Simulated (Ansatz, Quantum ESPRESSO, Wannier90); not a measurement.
# armchair graphene ribbon, 9 dimer lines: Wannier functions and conductance, part 4 of 6

Wanted: localised orbitals and the quantum conductance of this wire: armchair graphene ribbon, 9 dimer lines.

Quantum ESPRESSO 7.5 and Wannier90 3.1.0; plane-wave DFT, PBE, GBRV ultrasoft pseudopotentials; cross-check by Ansatz 0.2.0 with PAW datasets.

So far. Step 2 (Self-consistent run): The run needed 17 iterations to bring the estimated error under 1e-07 Ry; the largest force on any atom, held or free, is 2.10 eV/Å.

## 6. Wannier functions and transport

Level of this step: maximally localised Wannier functions and ballistic conductance; plane-wave DFT, PBE, GBRV ultrasoft pseudopotentials (Wannier90).

After disentangling and localising, transport_mode = bulk builds principal layers from hoppings within dist_cutoff and counts open channels.

Contents of wan.win:

```
num_wann = 18
num_bands = 62
num_iter = 200
num_print_cycles = 20
conv_tol = 1e-8
conv_window = 5
guiding_centres = true
dis_num_iter = 1500
dis_conv_tol = 1e-8
dis_win_min = -10.5315
dis_win_max = 10.4685
dis_froz_max = -0.7315
dis_froz_min = -3.5315
search_shells = 120
fermi_energy = -1.5315

transport = true
transport_mode = bulk
one_dim_axis = z
dist_cutoff = 16.94
dist_cutoff_mode = one_dim
tran_win_min = -4.0
tran_win_max = 2.0
tran_energy_step = 0.02

bands_plot = true
bands_num_points = 96
begin kpoint_path
G 0.0 0.0 0.0 Z 0.0 0.0 0.5
end kpoint_path

begin projections
C:py
end projections

begin unit_cell_cart
ang
  19.7259839672 0.0000000000 0.0000000000
  0.0000000000 9.0000000000 0.0000000000
  0.0000000000 0.0000000000 4.2600000000
end unit_cell_cart

begin atoms_frac
  C  -0.1870258150 0.0000000000 0.0000000000
  C  -0.0623419380 0.0000000000 0.0000000000
  C  0.0623419380 0.0000000000 0.0000000000
  C  0.1870258150 0.0000000000 0.0000000000
  H  -0.2972217760 0.0000000000 0.0387323944
  H  0.2972217760 0.0000000000 0.0387323944
  C  -0.2493677530 0.0000000000 0.1666666667
  C  -0.1246838760 0.0000000000 0.1666666667
  C  0.0000000000 0.0000000000 0.1666666667
  C  0.1246838760 0.0000000000 0.1666666667
  C  0.2493677530 0.0000000000 0.1666666667
  C  -0.2493677530 0.0000000000 0.5000000000
  C  -0.1246838760 0.0000000000 0.5000000000
  C  0.0000000000 0.0000000000 0.5000000000
  C  0.1246838760 0.0000000000 0.5000000000
  C  0.2493677530 0.0000000000 0.5000000000
  H  -0.2972217760 0.0000000000 0.6279342723
  H  0.2972217760 0.0000000000 0.6279342723
  C  -0.1870258150 0.0000000000 0.6666666667
  C  -0.0623419380 0.0000000000 0.6666666667
  C  0.0623419380 0.0000000000 0.6666666667
  C  0.1870258150 0.0000000000 0.6666666667
end atoms_frac

mp_grid = 1 1 8
begin kpoints
  0.0 0.0 0.0000000000
  0.0 0.0 0.1250000000
  0.0 0.0 0.2500000000
  0.0 0.0 0.3750000000
  0.0 0.0 0.5000000000
  0.0 0.0 0.6250000000
  0.0 0.0 0.7500000000
  0.0 0.0 0.8750000000
end kpoints
```

On the command line:

```console
$ OMP_NUM_THREADS=1 wannier90.x wan > wan.run.log
```

Log:

```text
[banner, memory and clock lines left out]
+---------------------------------------------------+
             |                                                   |
             |                   WANNIER90                       |
             |                                                   |
             +---------------------------------------------------+
             |                                                   |
             |        Welcome to the Maximally-Localized         |
             |        Generalized Wannier Functions code         |
             |                             |
             |                                                   |
             |                                                   |
             |  Wannier90 Developer Group:                       |
             |    Giovanni Pizzi    (EPFL)                       |
             |    Valerio Vitale    (Cambridge)                  |
             |    David Vanderbilt  (Rutgers University)         |
             |    Nicola Marzari    (EPFL)                       |
             |    Ivo Souza         (Universidad del Pais Vasco) |
             |    Arash A. Mostofi  (Imperial College London)    |
             |    Jonathan R. Yates (University of Oxford)       |
             |                                                   |
             |  For the full list of Wannier90 3.x authors,      |
             |  please check the code documentation and the      |
             |  README on the GitHub page of the code            |
             |                                                   |
             |                                                   |
             |                                                   |
             |  [ref] "Wannier90 as a community code:            |
             |        new features and applications",            |
             |        165902 (2020).                             |
             |            |
             |                                                   |
             |  in any publications arising from the use of      |
             |                                                   |
             |  [ref] "Maximally Localized Generalised Wannier   |
             |         Functions for Composite Energy Bands"     |
             |         N. Marzari and D. Vanderbilt              |
             |         Phys. Rev. B 56 12847 (1997)              |
             |                                                   |
             |  [ref] "Maximally Localized Wannier Functions     |
             |         for Entangled Energy Bands"               |
             |         I. Souza, N. Marzari and D. Vanderbilt    |
             |         Phys. Rev. B 65 035109 (2001)             |
             |                                                   |
             |                                                   |
             | Copyright (c) 1996-2020                           |
             |        The Wannier90 Developer Group and          |
             |        individual contributors                    |
             |                                                   |
             |      Release: 3.1.0        5th March    2020      |
             |                                                   |
             | This program is free software; you can            |
             | redistribute it and/or modify it under the terms  |
             | of the GNU General Public License as published by |
             | the Free Software Foundation; either version 2 of |
             | the License, or (at your option) any later version|
             |                                                   |
             | This program is distributed in the hope that it   |
             | will be useful, but WITHOUT ANY WARRANTY; without |
             | even the implied warranty of MERCHANTABILITY or   |
             | FITNESS FOR A PARTICULAR PURPOSE. See the GNU     |
             | General Public License for more details.          |
             |                                                   |
             | You should have received a copy of the GNU General|
             | Public License along with this program; if not,   |
             | write to the Free Software Foundation, Inc.,      |
             | 675 Mass Ave, Cambridge, MA 02139, USA.           |
             |                                                   |
             +---------------------------------------------------+
[date or host left out]
             +---------------------------------------------------+

 ******************************************************************************
 * -> Using CODATA 2006 constant values                                       *
 *    (                      *
 * -> Using Bohr value from CODATA                                            *
 ******************************************************************************

 Running in serial (with parallel executable)

                                    ------
                                    SYSTEM
                                    ------

                              Lattice Vectors (Ang)
                    a_1    19.725984   0.000000   0.000000
                    a_2     0.000000   9.000000   0.000000
                    a_3     0.000000   0.000000   4.260000

                   Unit Cell Volume:     756.29423  (Ang^3)

                        Reciprocal-Space Vectors (Ang^-1)
                    b_1     0.318523   0.000000   0.000000
                    b_2     0.000000   0.698132   0.000000
                    b_3     0.000000   0.000000   1.474926

 *----------------------------------------------------------------------------*
 |   Site       Fractional Coordinate          Cartesian Coordinate (Ang)     |
 +----------------------------------------------------------------------------+
 | C    1  -0.18703   0.00000   0.00000   |   -3.68927   0.00000   0.00000    |
 | C    2  -0.06234   0.00000   0.00000   |   -1.22976   0.00000   0.00000    |
 | C    3   0.06234   0.00000   0.00000   |    1.22976   0.00000   0.00000    |
 | C    4   0.18703   0.00000   0.00000   |    3.68927   0.00000   0.00000    |
 | C    5  -0.24937   0.00000   0.16667   |   -4.91902   0.00000   0.71000    |
 | C    6  -0.12468   0.00000   0.16667   |   -2.45951   0.00000   0.71000    |
 | C    7   0.00000   0.00000   0.16667   |    0.00000   0.00000   0.71000    |
 | C    8   0.12468   0.00000   0.16667   |    2.45951   0.00000   0.71000    |
 | C    9   0.24937   0.00000   0.16667   |    4.91902   0.00000   0.71000    |
[...]
WF centre and spread   10  ( -4.865437,  0.036420,  2.174862 )     3.23511503
  WF centre and spread   11  ( -2.129600,  0.148183,  2.038697 )     8.91764102
  WF centre and spread   12  (  0.021173,  0.074522,  2.113026 )     7.30966355
  WF centre and spread   13  (  2.122628,  0.149496,  2.078357 )     9.03662873
  WF centre and spread   14  (  4.865517,  0.035275,  2.182939 )     3.29512309
  WF centre and spread   15  ( -3.426799,  0.060974,  2.799497 )     6.40168538
  WF centre and spread   16  ( -1.253627,  0.092569,  2.757976 )     8.01365827
[...]
Sum of centres and spreads (  0.047020,  1.477170, 27.897628 )   120.70732184

      0     0.121E+03     0.0000000000      120.7073218350       4.71  <-- CONV
        O_D=      2.8250485 O_OD=     80.3761447 O_TOT=    120.7073218 <-- SPRD
 Cycle:      1
[...]
Sum of centres and spreads (  0.018912,  1.525789, 29.275758 )   107.95989640

      1    -0.127E+02    14.2929127988      107.9598964048       4.71  <-- CONV
        O_D=      2.3664885 O_OD=     68.0872792 O_TOT=    107.9598964 <-- SPRD
 Delta: O_D= -0.4585600E+00 O_OD= -0.1228887E+02 O_TOT= -0.1274743E+02 <-- DLTA
 Cycle:     20
[...]
Sum of centres and spreads ( -0.007572,  3.642582, 25.625010 )    49.55815098

     20    -0.123E+01     5.0956218292       49.5581509849       4.75  <-- CONV
        O_D=      0.1466987 O_OD=     11.9053236 O_TOT=     49.5581510 <-- SPRD
 Delta: O_D= -0.7708134E-01 O_OD= -0.1150333E+01 O_TOT= -0.1227414E+01 <-- DLTA
 Cycle:     40
[...]
Sum of centres and spreads ( -0.014181,  5.627675, 25.574480 )    42.35274372

     40    -0.213E+00     1.8757486542       42.3527437243       4.79  <-- CONV
        O_D=      0.0984721 O_OD=      4.7481430 O_TOT=     42.3527437 <-- SPRD
 Delta: O_D= -0.1930385E-01 O_OD= -0.1940754E+00 O_TOT= -0.2133793E+00 <-- DLTA
 Cycle:     60
[...]
Sum of centres and spreads ( -0.016469,  5.637200, 25.561864 )    41.60352696

     60    -0.690E-03     0.1299252339       41.6035269612       4.82  <-- CONV
        O_D=      0.1118611 O_OD=      3.9855372 O_TOT=     41.6035270 <-- SPRD
 Delta: O_D=  0.6752187E-03 O_OD= -0.1365584E-02 O_TOT= -0.6903656E-03 <-- DLTA
 Cycle:     80
[...]
Sum of centres and spreads ( -0.016544,  5.637127, 25.560468 )    41.60177564

     80    -0.889E-05     0.0119893188       41.6017756379       4.86  <-- CONV
        O_D=      0.1122020 O_OD=      3.9834450 O_TOT=     41.6017756 <-- SPRD
 Delta: O_D= -0.6908823E-04 O_OD=  0.6020033E-04 O_TOT= -0.8887898E-05 <-- DLTA
 Cycle:    100
[...]
Sum of centres and spreads ( -0.016560,  5.637210, 25.560265 )    41.60174224

    100    -0.617E-07     0.0010993533       41.6017422429       4.90  <-- CONV
        O_D=      0.1122823 O_OD=      3.9833313 O_TOT=     41.6017422 <-- SPRD
 Delta: O_D= -0.6560842E-06 O_OD=  0.5943787E-06 O_TOT= -0.6170549E-07 <-- DLTA

 Writing checkpoint file wan.chk... done

             <<<     Delta < 1.000E-08  over  5 iterations     >>>
             <<< Wannierisation convergence criteria satisfied >>>

 Final State
[...]
WF centre and spread   11  ( -2.625999,  2.861276,  3.550056 )     6.20037869
  WF centre and spread   12  ( -0.000098,  0.002532,  2.089282 )     1.89107396
  WF centre and spread   13  (  2.444422,  0.002250,  1.420456 )     2.43593630
  WF centre and spread   14  (  4.915071, -0.001600,  2.161922 )     1.47581863
  WF centre and spread   15  ( -3.510222, -0.010486,  2.734841 )     1.74455266
  WF centre and spread   16  ( -1.411440, -0.010772,  2.704230 )     1.91647249
  WF centre and spread   17  (  1.411143, -0.010913,  2.704436 )     1.91659280
  WF centre and spread   18  (  3.510391, -0.010371,  2.734925 )     1.74451648
  Sum of centres and spreads ( -0.016559,  5.637205, 25.560249 )    41.60174187

         Spreads (Ang^2)       Omega I      =    37.506128666
        ================       Omega D      =     0.112276955
                               Omega OD     =     3.983336246
    Final Spread (Ang^2)       Omega Total  =    41.601741867
 Time for wannierise            0.210 (sec)

 Writing checkpoint file wan.chk... done

 *---------------------------------------------------------------------------*
 |                               PLOTTING                                    |
 *---------------------------------------------------------------------------*

 Translated centres
    translation centre in fractional coordinate:  0.000000  0.000000  0.333333
  WF centre     1  ( -3.510374, -0.010488,  0.105046 )
  WF centre     2  ( -1.411161, -0.010770,  0.135580 )
  WF centre     3  (  1.411492, -0.010920,  0.135791 )
  WF centre     4  (  3.510207, -0.010372,  0.105202 )
  WF centre     5  ( -4.915087, -0.001684,  0.678034 )
  WF centre     6  ( -2.444416,  0.002207,  1.419621 )
  WF centre     7  (  0.000080,  0.002530,  0.750668 )
  WF centre     8  (  2.609456,  2.858077, -0.709874 )
  WF centre     9  (  4.915031, -0.001606,  0.678029 )
  WF centre    10  ( -4.915054, -0.001685,  2.162004 )
  WF centre    11  ( -2.625999,  2.861276, -0.709944 )
  WF centre    12  ( -0.000098,  0.002532,  2.089282 )
  WF centre    13  (  2.444422,  0.002250,  1.420456 )
  WF centre    14  (  4.915071, -0.001600,  2.161922 )
  WF centre    15  ( -3.510222, -0.010486,  2.734841 )
  WF centre    16  ( -1.411440, -0.010772,  2.704230 )
  WF centre    17  (  1.411143, -0.010913,  2.704436 )
  WF centre    18  (  3.510391, -0.010371,  2.734925 )

 Calculating interpolated band-structure

 Time to calculate interpolated band structure       0.021 (sec)

 Time for plotting              0.023 (sec)

 *---------------------------------------------------------------------------*
 |                              TRANSPORT                                    |
 *---------------------------------------------------------------------------*

 Calculation of Quantum Conductance and DoS: bulk mode

 Maximum imaginary part of the real-space Hamiltonian:     0.031989

     Maximum real part of the real-space Hamiltonian at each lattice point
            Lattice point R           Max |H_ij(R)|
                  -5                     0.000000
                  -4                     0.013674
                  -3                     0.025989
                  -2                     0.102576
                  -1                     2.292346
                   0                     2.895759
                   1                     2.292346
                   2                     0.102576
                   3                     0.025989
                   4                     0.013674
                   5                     0.000000

 Number of unit cells inside the principal layer:     4
 Number of Wannier Functions inside the principal layer:    72

 Calculating quantum conductance and density of states... done

 Time for transport             6.606 (sec)
 Total Execution Time          11.682 (sec)

 *===========================================================================*
 |                             TIMING INFORMATION                            |
 *===========================================================================*
 |    Tag                                                Ncalls      Time (s)|
 |---------------------------------------------------------------------------|
 |kmesh: get                                        :         1         0.008|
 |overlap: allocate                                 :         1         0.000|
 |overlap: read                                     :         1         0.105|
 |dis: main                                         :         1         4.724|
 |wann: main                                        :         1         0.210|
 |plot: main                                        :         1         0.023|
 |tran: main                                        :         1         6.606|
 *---------------------------------------------------------------------------*

 All done: wannier90 exiting
[key lines of the parts left out:]
|  Fermi energy (eV)                         :            -1.532             |
```

Run time: 12 s. Hardware: 1 MPI rank of Arm Neoverse V2, shared host; peak memory 0.09 GiB.

Numbers from this step:

| Quantity | Value |
| --- | --- |
| lead channels at the Fermi level, one spin | 2.99e-7 |
| total spread | 41.60 Å² |
| gauge-invariant spread | 37.51 Å² |
| largest misfit to plane-wave levels between mesh points, inside the frozen window | 0.001759 eV |

Per spin. Quantum conductance of the perfect wire, open channels against energy, zero at the Fermi level:

```
energy (eV)  quantum conductance of the perfect wire, open channels
     -4.000                                                       4
     -3.800                                                    4.00
     -3.600                                                       4
     -3.400                                                       4
     -3.200                                                       4
     -3.000                                                    3.00
     -2.800                                                    4.00
     -2.600                                                    5.00
     -2.400                                                    5.00
     -2.200                                                       4
     -2.000                                                       3
     -1.800                                                       3
     -1.600                                                       3
     -1.400                                                    2.00
     -1.200                                                       2
     -1.020                                                       1
     -0.800                                                       1
     -0.600                                                       1
     -0.400                                                   1.000
     -0.200                                                  1.1e-6
      0.000                                                  3.0e-7
      0.200                                                  1.2e-6
      0.400                                                   1.000
      0.600                                                       1
      0.800                                                       1
      1.000                                                       1
      1.200                                                       2
      1.400                                                       3
      1.600                                                    3.00
      1.800                                                       5
      2.000                                                       5
```

Wannier functions:

```
no.     x (Å)      y (Å)    z (Å)  spread (Å²)
  1     -3.51   -0.01049    0.105        1.745
  2    -1.411   -0.01077   0.1356        1.916
  3     1.411   -0.01092   0.1358        1.917
  4      3.51   -0.01037   0.1052        1.744
  5    -4.915  -0.001684    0.678        1.476
  6    -2.444   0.002207     1.42        2.436
  7   8.00e-5    0.00253   0.7507        1.891
  8     2.609      2.858  -0.7099          6.2
  9     4.915  -0.001606    0.678        1.476
 10    -4.915  -0.001685    2.162        1.476
 11    -2.626      2.861     3.55          6.2
 12  -9.80e-5   0.002532    2.089        1.891
 13     2.444    0.00225     1.42        2.436
 14     4.915    -0.0016    2.162        1.476
 15     -3.51   -0.01049    2.735        1.745
 16    -1.411   -0.01077    2.704        1.916
 17     1.411   -0.01091    2.704        1.917
 18      3.51   -0.01037    2.735        1.745
```

Electronic bands along the path, in eV, zero at the Fermi level; v1 is the highest filled band, c1 the lowest empty one:

```csv
point,v4,v3,v2,v1,c1,c2,c3,c4
Γ,-2.12,-1.43,-1.11,-0.33,0.33,1.12,1.27,1.64
halfway,-3.09,-2.59,-2.24,-1.74,1.45,2.19,2.28,3.19
Z,-4.08,-3.03,-2.97,-2.38,1.68,2.53,2.54,4.16
```

Bands and channels are those of the Wannier model: bands that were not projected, and all outside the frozen window, are missing or only approximate.

At least 2 of the functions sit far from every atom, off the bonds: the outer window has let in states of the vacuum, so the basis is not the atomic one that was projected.

## 7. Neighbour list from wannier90 -pp, with dis_froz_max − E_F = 0.0

A sensitivity test on the input.

wan_w.win, as its differences from the input of step 6:

```diff
@@ -11,3 +11,3 @@
 dis_win_max = 10.4685
-dis_froz_max = -0.7315
+dis_froz_max = -1.5315
 dis_froz_min = -3.5315
```

On the command line:

```console
$ OMP_NUM_THREADS=1 wannier90.x -pp wan_w > wan_w.pp.log
```

Run time: 0.47 s. Hardware: 1 MPI rank; peak memory 0.09 GiB.

## 8. Overlaps and projections

The same post-processing, on the changed run.

Contents of wan_w.p2w.in:

```
&inputpp
  prefix = 'nscf'
  outdir = './out'
  seedname = 'wan_w'
  write_mmn = .true.
  write_amn = .true.
  write_unk = .false.
/
```

On the command line:

```console
$ OMP_NUM_THREADS=1 mpirun -n 4 pw2wannier90.x -in wan_w.p2w.in > wan_w.p2w.out
```

Wall time 10 s (4 MPI ranks); peak memory 0.31 GiB.

(Continued in part 5 of 6.)

[Logs are printed without paths, hosts, clocks, repeated set-up lines and the standing remarks that a program may print on its own settings, such as how far it seeks lower states.]

[Hosts, paths, dates, database ids (printed as entryN), source tags and the programs' standing remarks are cut or masked in the printed files.]

[Maps of the electrostatic potential energy from Ansatz leave out the sawtooth potential of an applied field or a dipole correction, so their vacuum need not be flat; planar profiles and work functions include it.]
